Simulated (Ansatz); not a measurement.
Planning a run of Ansatz 0.2.0 on LiGeN (P6_3mc). The input:

```yaml
crystal:
  lattice:
    - [3.0124085355, 0.0, 0.0]
    - [-1.5062042677, 2.6088223183, 0.0]
    - [0.0, 0.0, 9.419459]
  atoms:
    - { symbol: Li, position: [0.66666667, 0.33333333, 0.743392] }
    - { symbol: Li, position: [0.33333333, 0.66666667, 0.243392] }
    - { symbol: Ge, position: [0.0, 0.0, 0.498023] }
    - { symbol: Ge, position: [0.0, 0.0, 0.998023] }
    - { symbol: "N", position: [0.33333333, 0.66666667, 0.603223] }
    - { symbol: "N", position: [0.66666667, 0.33333333, 0.103223] }
kpoints:
  mp_grid: { grid: [6, 6, 2] }
hamiltonian:
  xc:
    exchange: pbe
    correlation: pbe
    exx: { coeff: 0.15, omega: 0.2078 }
  pseudopotentials: { kind: paw, azcp: { folder: soft_1 } }
scf:
  occupations: { method: fixed }
gw:
  n_empty_bands: 308
  ecut_chi: 150.0
  qp_bands: [v2, c2]
  qp_kpoints: band_edges
  screening: { model: contour_deformation }
```

```sh
ansatz run input.yaml --threads 2 --pin off --max-ram 92160MiB --backend cuda --events-out ev --progress --plain --runs-dir out --devices 1 --max-vram 13GiB
```

**Question.** Estimate wall time and host memory on 1 × NVIDIA H100 80GB HBM3 (shared by 6 runs) with 2 threads of AMD EPYC 7R13 (Zen 3), shared host.

It took 35 s; on shared hardware allow 18 s to 70 s. Peak host memory was 1.7 GiB. The sizes that set the cost: 1399 plane waves a state, 14 irreducible k points, 330 bands summed, 289 plane waves in the screening and 14 SCF cycles.

The screening grows as filled bands × empty bands × pairs of k points, times the square of the screening basis for the matrix.

[Paths, hosts, dates, memory and timing lines, banners, echoed tables and standing remarks are left out of the program output.]

[Logs are printed without paths, hosts, clocks, repeated set-up lines and the standing remarks that a program may print on its own settings, such as how far it seeks lower states.]

[Runs of the session that timed out or met a known fault of the program may be left out.]

[Cells called generated may have been cut or substituted from an entry of the Crystallography Open Database or the Materials Project.]

[Hosts, paths, dates, database ids (printed as entryN), source tags and the programs' standing remarks are cut or masked in the printed files.]
